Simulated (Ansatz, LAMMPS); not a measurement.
## Glassy 68SiO2-14MgO-11ZnO-7BaO (mol %) (75 atoms): a reference run and its variants

Density of this cell: 2.53 g/cm³. The cell holds 75 atoms: 19 Si, 4 Mg, 3 Zn, 2 Ba and 47 O. Cell: a = 10.675 Å, b = 10.675 Å, c = 10.675 Å, α = 90.0°, β = 90.0°, γ = 90.0°. 75 atoms (19 Si, 4 Mg, 3 Zn, 2 Ba, 47 O) placed at random at 2.53 g/cm³, melted at 4000 K for 10 ps at fixed volume with the Morse and Coulomb pair potential with partial charges (Pedone, Malavasi, Menziani, Cormack and Segre, J. Phys. Chem. B 110, 11780 (2006)). Quenched from 4000 K to 300 K at 25 K/ps and fixed volume, held 5 ps, then minimised at fixed cell.

Geometry: as built.

Reference run: Kohn-Sham DFT, PBE, PAW (set soft_2), plane waves (Ansatz 0.2.0), cutoff 420 eV, Γ point, fixed occupations.

```
r.m.s. force component                           : 0.9278 eV/Å
pressure                                         : 0.9138 GPa
gap (highest filled to lowest empty level) : 2.184 eV
SCF cycles                                       : 10
time                                             : 15 s on 4 threads of Arm Neoverse V2, shared host
```

Q: Estimate how much each variant changes the results, and its time and memory.
- support functions low
- support functions medium
- support functions medium, radius 3.68 Å

Differences are against the plane-wave reference (Kohn-Sham DFT, PBE, PAW (set soft_2), plane waves), whose r.m.s. force component is 0.928 eV/Å. Energies are set beside the reference only for runs with its functional, potentials and electron count. Times are for 4 threads of Arm Neoverse V2, shared host. The reference's time includes the DOS, the stress and grids, which some other runs skip.

```tsv
run	Δ force, r.m.s. (meV/Å)	share of r.m.s. force (%)	Δ energy (meV/atom)	Δ gap (eV)	cycles	time	host memory (GiB)
reference	-	-	-	-	10	15 s	1.4
support functions low	0.866	0.0933	-4.73	4.0e-4	15	1.7 min	3.3
support functions medium	0.784	0.0845	-4.74	2.0e-4	17	1.9 min	3.4
support functions medium, radius 3.68 Å	0.796	0.0858	-4.74	1.0e-4	17	1.8 min	3.3
```

Among numerical settings the force difference runs from 0.78 meV/Å (support functions medium) to 0.87 meV/Å (support functions low). At 75 atoms the fastest of the runs at a preset level, support functions low, takes roughly 7.0 times the time of plane waves (whose run also made extra analyses, so the like-for-like ratio is larger), in 15 SCF cycles against 10. Differences between support functions and plane waves include what basis error the plane-wave run still has. The force difference hardly changes among these support-function runs, which points to the basis of the plane-wave reference as its main source. 

[Logs are printed without paths, hosts, clocks, repeated set-up lines and the standing remarks that a program may print on its own settings, such as how far it seeks lower states.]

[Hosts, paths, dates, database ids (printed as entryN), source tags and the programs' standing remarks are cut or masked in the printed files.]
